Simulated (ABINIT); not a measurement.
An input for ABINIT 10.8.3 (ZnSe (Stilleite)):

```
acell 3*1.0 Angstrom
rprim 
  -0.000000000000 2.833800000000 2.833800000000
  2.833800000000 0.000000000000 2.833800000000
  2.833800000000 2.833800000000 -0.000000000000
ntypat 2
znucl 30 34
natom 2
typat 1 2
xred 
  0.000000000000 0.000000000000 0.000000000000
  0.250000000000 0.250000000000 0.250000000000
pp_dirpath "pseudos"
pseudos "Zn.upf, Se.upf"
ecut 48
ngkpt 4 4 4
nshiftk 1
shiftk 0 0 0
kptopt 1
chksymbreak 0
istwfk *1
occopt 1
irdwfk 1
optdriver 4
nband 141
gwcalctyp 10
ecutsigx 48
symsigma 1
nkptgw 8
kptgw 
  0.0000000000 0.0000000000 0.0000000000
  0.2500000000 0.0000000000 0.0000000000
  0.5000000000 0.0000000000 0.0000000000
  0.2500000000 0.2500000000 0.0000000000
  0.5000000000 0.2500000000 0.0000000000
  -0.2500000000 0.2500000000 0.0000000000
  0.5000000000 0.5000000000 0.0000000000
  -0.2500000000 0.5000000000 0.2500000000
bdgw 
  15 32
  15 32
  15 32
  15 32
  15 32
  15 32
  15 32
  15 32
ecuteps 6
irdscr 1
ppmodel 1
indata_prefix "in"
outdata_prefix "out"
tmpdata_prefix "tmp"
```

```sh
OMP_NUM_THREADS=1 mpirun -n 8 abinit run.abi > log
```

Q: How long will it take on 8 MPI ranks of Intel Xeon Platinum 8488C (Sapphire Rapids), shared host, and how much memory?

It took 2.1 min; on shared hardware allow 64 s to 4.2 min. Peak host memory was 3.7 GiB.

[Paths, hosts, dates, memory and timing lines, banners, echoed tables and standing remarks are left out of the program output.]

[Logs are printed without paths, hosts, clocks, repeated set-up lines and the standing remarks that a program may print on its own settings, such as how far it seeks lower states.]

[Runs of the session that timed out or met a known fault of the program may be left out.]

[Hosts, paths, dates, database ids (printed as entryN), source tags and the programs' standing remarks are cut or masked in the printed files.]

[G0W0 gaps are taken among the corrected bands and points alone; a level outside them can change the order at an edge.]

[Where Ansatz stands beside ABINIT at settings called matched, ABINIT's density can come from a denser mesh and the files from another edition; pairs whose starting gaps differed by over 0.03 eV were left out, so agreement reads better than it is.]
